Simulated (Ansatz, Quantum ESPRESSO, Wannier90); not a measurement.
# Ballistic channels from Wannier functions: straight Cu chain, spacing 2.30 Å, part 4 of 5

Aim: a Wannier model and the conductance steps that follow from it, for this wire: straight Cu chain, spacing 2.30 Å.

Quantum ESPRESSO 7.5 and Wannier90 3.1.0; plane-wave DFT, PBE, PseudoDojo norm-conserving pseudopotentials; cross-check by Ansatz 0.2.0 with PAW datasets.

So far. Step 2 (SCF with pw.x): The run needed 9 iterations to bring the estimated error under 1e-07 Ry. Step 6 (Wannier functions and transport): Bands and channels are those of the Wannier model: bands that were not projected, and all outside the frozen window, are missing or only approximate.

In doubt: a PseudoDojo file used here is known to give poor structures and forces, which bears on pressures, cells, forces and phonons.

### Step 9. Localisation, bands and conductance, with dis_win_max − E_F = 4.0

Level of this step: maximally localised Wannier functions and ballistic conductance; plane-wave DFT, PBE, PseudoDojo norm-conserving pseudopotentials (Wannier90).

How much does a setting matter? One run is repeated with a change.

Input file wan_w.win:

```
num_wann = 6
num_bands = 21
num_iter = 200
num_print_cycles = 20
conv_tol = 1e-8
conv_window = 5
guiding_centres = true
dis_num_iter = 1500
dis_conv_tol = 1e-8
dis_win_min = -14.5175
dis_win_max = 0.4825
dis_froz_max = -2.0175
search_shells = 120
fermi_energy = -3.5175

transport = true
transport_mode = bulk
one_dim_axis = z
dist_cutoff = 18.3
dist_cutoff_mode = one_dim
tran_win_min = -4.0
tran_win_max = 2.0
tran_energy_step = 0.02

bands_plot = true
bands_num_points = 96
begin kpoint_path
G 0.0 0.0 0.0 Z 0.0 0.0 0.5
end kpoint_path

begin projections
Cu:s;d
end projections

begin unit_cell_cart
ang
  8.0000000000 0.0000000000 0.0000000000
  0.0000000000 8.0000000000 0.0000000000
  0.0000000000 0.0000000000 2.3000000000
end unit_cell_cart

begin atoms_frac
  Cu 0.0000000000 0.0000000000 0.0000000000
end atoms_frac

mp_grid = 1 1 16
begin kpoints
  0.0 0.0 0.0000000000
  0.0 0.0 0.0625000000
  0.0 0.0 0.1250000000
  0.0 0.0 0.1875000000
  0.0 0.0 0.2500000000
  0.0 0.0 0.3125000000
  0.0 0.0 0.3750000000
  0.0 0.0 0.4375000000
  0.0 0.0 0.5000000000
  0.0 0.0 0.5625000000
  0.0 0.0 0.6250000000
  0.0 0.0 0.6875000000
  0.0 0.0 0.7500000000
  0.0 0.0 0.8125000000
  0.0 0.0 0.8750000000
  0.0 0.0 0.9375000000
end kpoints
```

Launch:

```
$ OMP_NUM_THREADS=1 wannier90.x wan_w > wan_w.run.log
```

Output:

```text
[banner, memory and clock lines left out]
+---------------------------------------------------+
             |                                                   |
             |                   WANNIER90                       |
             |                                                   |
             +---------------------------------------------------+
             |                                                   |
             |        Welcome to the Maximally-Localized         |
             |        Generalized Wannier Functions code         |
[...]
|  Wannier90 Developer Group:                       |
             |    Giovanni Pizzi    (EPFL)                       |
             |    Valerio Vitale    (Cambridge)                  |
             |    David Vanderbilt  (Rutgers University)         |
             |    Nicola Marzari    (EPFL)                       |
             |    Ivo Souza         (Universidad del Pais Vasco) |
             |    Arash A. Mostofi  (Imperial College London)    |
             |    Jonathan R. Yates (University of Oxford)       |
[...]
|  For the full list of Wannier90 3.x authors,      |
             |  please check the code documentation and the      |
             |  README on the GitHub page of the code            |
[...]
|  [ref] "Wannier90 as a community code:            |
             |        new features and applications",            |
             |        165902 (2020).                             |
[...]
|  in any publications arising from the use of      |
[...]
|  [ref] "Maximally Localized Generalised Wannier   |
             |         Functions for Composite Energy Bands"     |
             |         N. Marzari and D. Vanderbilt              |
             |         Phys. Rev. B 56 12847 (1997)              |
[...]
|  [ref] "Maximally Localized Wannier Functions     |
             |         for Entangled Energy Bands"               |
             |         I. Souza, N. Marzari and D. Vanderbilt    |
             |         Phys. Rev. B 65 035109 (2001)             |
[...]
| Copyright (c) 1996-2020                           |
             |        The Wannier90 Developer Group and          |
             |        individual contributors                    |
[...]
|      Release: 3.1.0        5th March    2020      |
[...]
| This program is free software; you can            |
             | redistribute it and/or modify it under the terms  |
             | of the GNU General Public License as published by |
             | the Free Software Foundation; either version 2 of |
[...]
|                        Shell   # Nearest-Neighbours                        |
 |                        -----   --------------------                        |
 |                          1               2                                 |
 |                          5               4                                 |
[...]
| Completeness relation is fully satisfied [Eq. (B1), PRB 56, 12847 (1997)]  |
[...]
|                  b_k Vectors (Ang^-1) and Weights (Ang^2)                  |
 |                  ----------------------------------------                  |
 |            No.         b_k(x)      b_k(y)      b_k(z)        w_b           |
 |            ---        --------------------------------     --------        |
 |             1         0.000000    0.000000    0.170739    17.151650        |
 |             2         0.000000    0.000000   -0.170739    17.151650        |
 |             3         0.785398    0.000000    0.000000     0.810569        |
 |             4         0.000000    0.785398    0.000000     0.810569        |
 |             5         0.000000   -0.785398    0.000000     0.810569        |
 |             6        -0.785398    0.000000    0.000000     0.810569        |
[...]
|                           b_k Directions (Ang^-1)                          |
 |                           -----------------------                          |
 |            No.           x           y           z                         |
 |            ---        --------------------------------                     |
 |             1         0.000000    0.000000    0.170739                     |
 |             2         0.785398    0.000000    0.000000                     |
 |             3         0.000000    0.785398    0.000000                     |
[...]
Time to get kmesh              0.014 (sec)
 *============================================================================*
 |                              MEMORY ESTIMATE                               |
 |         Maximum RAM allocated during each phase of the calculation         |
 *============================================================================*
 |                        Disentanglement            0.96 Mb                  |
 |                            Wannierise:            0.21 Mb                  |
 |                          plot_wannier:            0.21 Mb                  |
 *----------------------------------------------------------------------------*

 Starting a new Wannier90 calculation ...

 Reading overlaps from wan_w.mmn    :  Created on   at 18:48:47

 Reading projections from wan_w.amn :  Created on   at 18:48:42

 Time to read overlaps          0.024 (sec)

 *------------------------------- DISENTANGLE --------------------------------*
 +----------------------------------------------------------------------------+
 |                              Energy  Windows                               |
 |                              ---------------                               |
 |                   Outer:  -14.51750  to    0.48250  (eV)                   |
 |                   Inner:  -14.51750  to   -2.01750  (eV)                   |
 +----------------------------------------------------------------------------+
 Error at k-point    9 ndimwin  5 num_wann  6
 Exiting.......
 dis_windows: Energy window contains fewer states than number of target WFs
[the rest left out]
[key lines of the parts left out:]
|  Fermi energy (eV)                         :            -3.518             |
```

It took 0.5 s on 1 MPI rank of Arm Neoverse V2, shared host; peak memory 0.09 GiB.

The input was rejected at the start.

The outer window must hold at least num_wann states at every k: widen it, with enough bands computed to fill it.

### Step 10. Neighbour list from wannier90 -pp, with dis_win_max − E_F = -1.0

One more run, with a changed input.

Input file wan_bad.win:

```
num_wann = 6
num_bands = 21
num_iter = 200
num_print_cycles = 20
conv_tol = 1e-8
conv_window = 5
guiding_centres = true
dis_num_iter = 1500
dis_conv_tol = 1e-8
dis_win_min = -14.5175
dis_win_max = -4.5175
dis_froz_max = -2.0175
search_shells = 120
fermi_energy = -3.5175

transport = true
transport_mode = bulk
one_dim_axis = z
dist_cutoff = 18.3
dist_cutoff_mode = one_dim
tran_win_min = -4.0
tran_win_max = 2.0
tran_energy_step = 0.02

bands_plot = true
bands_num_points = 96
begin kpoint_path
G 0.0 0.0 0.0 Z 0.0 0.0 0.5
end kpoint_path

begin projections
Cu:s;d
end projections

begin unit_cell_cart
ang
  8.0000000000 0.0000000000 0.0000000000
  0.0000000000 8.0000000000 0.0000000000
  0.0000000000 0.0000000000 2.3000000000
end unit_cell_cart

begin atoms_frac
  Cu 0.0000000000 0.0000000000 0.0000000000
end atoms_frac

mp_grid = 1 1 16
begin kpoints
  0.0 0.0 0.0000000000
  0.0 0.0 0.0625000000
  0.0 0.0 0.1250000000
  0.0 0.0 0.1875000000
  0.0 0.0 0.2500000000
  0.0 0.0 0.3125000000
  0.0 0.0 0.3750000000
  0.0 0.0 0.4375000000
  0.0 0.0 0.5000000000
  0.0 0.0 0.5625000000
  0.0 0.0 0.6250000000
  0.0 0.0 0.6875000000
  0.0 0.0 0.7500000000
  0.0 0.0 0.8125000000
  0.0 0.0 0.8750000000
  0.0 0.0 0.9375000000
end kpoints
```

Launch:

```
$ OMP_NUM_THREADS=1 wannier90.x -pp wan_bad > wan_bad.pp.log
```

Wall time 0.47 s (1 MPI rank); peak memory 0.09 GiB.

### Step 11. Overlaps and projections

The same post-processing, on the changed run.

Input file wan_bad.p2w.in:

```
&inputpp
  prefix = 'nscf'
  outdir = './out'
  seedname = 'wan_bad'
  write_mmn = .true.
  write_amn = .true.
  write_unk = .false.
/
```

Launch:

```
$ OMP_NUM_THREADS=1 mpirun -n 2 pw2wannier90.x -in wan_bad.p2w.in > wan_bad.p2w.out
```

Run time: 9.2 s. Hardware: 2 MPI ranks; peak memory 0.12 GiB.

### Step 12. Wannier functions and transport, with dis_win_max − E_F = -1.0

One more run, with a changed input.

Input file wan_bad.win:

```
num_wann = 6
num_bands = 21
num_iter = 200
num_print_cycles = 20
conv_tol = 1e-8
conv_window = 5
guiding_centres = true
dis_num_iter = 1500
dis_conv_tol = 1e-8
dis_win_min = -14.5175
dis_win_max = -4.5175
dis_froz_max = -2.0175
search_shells = 120
fermi_energy = -3.5175

transport = true
transport_mode = bulk
one_dim_axis = z
dist_cutoff = 18.3
dist_cutoff_mode = one_dim
tran_win_min = -4.0
tran_win_max = 2.0
tran_energy_step = 0.02

bands_plot = true
bands_num_points = 96
begin kpoint_path
G 0.0 0.0 0.0 Z 0.0 0.0 0.5
end kpoint_path

begin projections
Cu:s;d
end projections

begin unit_cell_cart
ang
  8.0000000000 0.0000000000 0.0000000000
  0.0000000000 8.0000000000 0.0000000000
  0.0000000000 0.0000000000 2.3000000000
end unit_cell_cart

begin atoms_frac
  Cu 0.0000000000 0.0000000000 0.0000000000
end atoms_frac

mp_grid = 1 1 16
begin kpoints
  0.0 0.0 0.0000000000
  0.0 0.0 0.0625000000
  0.0 0.0 0.1250000000
  0.0 0.0 0.1875000000
  0.0 0.0 0.2500000000
  0.0 0.0 0.3125000000
  0.0 0.0 0.3750000000
  0.0 0.0 0.4375000000
  0.0 0.0 0.5000000000
  0.0 0.0 0.5625000000
  0.0 0.0 0.6250000000
  0.0 0.0 0.6875000000
  0.0 0.0 0.7500000000
  0.0 0.0 0.8125000000
  0.0 0.0 0.8750000000
  0.0 0.0 0.9375000000
end kpoints
```

Launch:

```
$ OMP_NUM_THREADS=1 wannier90.x wan_bad > wan_bad.run.log
```

Output:

```text
[banner, memory and clock lines left out]
+---------------------------------------------------+
             |                                                   |
             |                   WANNIER90                       |
             |                                                   |
             +---------------------------------------------------+
             |                                                   |
             |        Welcome to the Maximally-Localized         |
             |        Generalized Wannier Functions code         |
[...]
|  Wannier90 Developer Group:                       |
             |    Giovanni Pizzi    (EPFL)                       |
             |    Valerio Vitale    (Cambridge)                  |
             |    David Vanderbilt  (Rutgers University)         |
             |    Nicola Marzari    (EPFL)                       |
             |    Ivo Souza         (Universidad del Pais Vasco) |
             |    Arash A. Mostofi  (Imperial College London)    |
             |    Jonathan R. Yates (University of Oxford)       |
[...]
|  For the full list of Wannier90 3.x authors,      |
             |  please check the code documentation and the      |
             |  README on the GitHub page of the code            |
[...]
|  [ref] "Wannier90 as a community code:            |
             |        new features and applications",            |
             |        165902 (2020).                             |
[...]
|  in any publications arising from the use of      |
[...]
|  [ref] "Maximally Localized Generalised Wannier   |
             |         Functions for Composite Energy Bands"     |
             |         N. Marzari and D. Vanderbilt              |
             |         Phys. Rev. B 56 12847 (1997)              |
[...]
|  [ref] "Maximally Localized Wannier Functions     |
             |         for Entangled Energy Bands"               |
             |         I. Souza, N. Marzari and D. Vanderbilt    |
             |         Phys. Rev. B 65 035109 (2001)             |
[...]
| Copyright (c) 1996-2020                           |
             |        The Wannier90 Developer Group and          |
             |        individual contributors                    |
[...]
|      Release: 3.1.0        5th March    2020      |
[...]
| This program is free software; you can            |
             | redistribute it and/or modify it under the terms  |
             | of the GNU General Public License as published by |
             | the Free Software Foundation; either version 2 of |
[...]
|                        Shell   # Nearest-Neighbours                        |
 |                        -----   --------------------                        |
 |                          1               2                                 |
 |                          5               4                                 |
[...]
| Completeness relation is fully satisfied [Eq. (B1), PRB 56, 12847 (1997)]  |
[...]
|                  b_k Vectors (Ang^-1) and Weights (Ang^2)                  |
 |                  ----------------------------------------                  |
 |            No.         b_k(x)      b_k(y)      b_k(z)        w_b           |
 |            ---        --------------------------------     --------        |
 |             1         0.000000    0.000000    0.170739    17.151650        |
 |             2         0.000000    0.000000   -0.170739    17.151650        |
 |             3         0.785398    0.000000    0.000000     0.810569        |
 |             4         0.000000    0.785398    0.000000     0.810569        |
 |             5         0.000000   -0.785398    0.000000     0.810569        |
 |             6        -0.785398    0.000000    0.000000     0.810569        |
[...]
|                           b_k Directions (Ang^-1)                          |
 |                           -----------------------                          |
 |            No.           x           y           z                         |
 |            ---        --------------------------------                     |
 |             1         0.000000    0.000000    0.170739                     |
 |             2         0.785398    0.000000    0.000000                     |
 |             3         0.000000    0.785398    0.000000                     |
[...]
Time to get kmesh              0.014 (sec)
 *============================================================================*
 |                              MEMORY ESTIMATE                               |
 |         Maximum RAM allocated during each phase of the calculation         |
 *============================================================================*
 |                        Disentanglement            0.96 Mb                  |
 |                            Wannierise:            0.21 Mb                  |
 |                          plot_wannier:            0.21 Mb                  |
 *----------------------------------------------------------------------------*

 Starting a new Wannier90 calculation ...

 Reading overlaps from wan_bad.mmn    :  Created on   at 18:48:57

 Reading projections from wan_bad.amn :  Created on   at 18:48:52

 Time to read overlaps          0.025 (sec)

 *------------------------------- DISENTANGLE --------------------------------*
 +----------------------------------------------------------------------------+
 |                              Energy  Windows                               |
 |                              ---------------                               |
 |                   Outer:  -14.51750  to   -4.51750  (eV)                   |
 |                   Inner:  -14.51750  to   -2.01750  (eV)                   |
 +----------------------------------------------------------------------------+
 Error at k-point    1 ndimwin  1 num_wann  6
 Exiting.......
 dis_windows: Energy window contains fewer states than number of target WFs
[the rest left out]
[key lines of the parts left out:]
|  Fermi energy (eV)                         :            -3.518             |
```

It took 0.5 s on 1 MPI rank; peak memory 0.09 GiB.

The input was rejected at the start.

The fault put into the input: an outer window with too few states (dis_win_max − E_F = -1.0).

The outer window must hold at least num_wann states at every k: widen it, with enough bands computed to fill it.

[end of part 4 of 5]

[Logs are printed without paths, hosts, clocks, repeated set-up lines and the standing remarks that a program may print on its own settings, such as how far it seeks lower states.]

[Hosts, paths, dates, database ids (printed as entryN), source tags and the programs' standing remarks are cut or masked in the printed files.]

[Maps of the electrostatic potential energy from Ansatz leave out the sawtooth potential of an applied field or a dipole correction, so their vacuum need not be flat; planar profiles and work functions include it.]
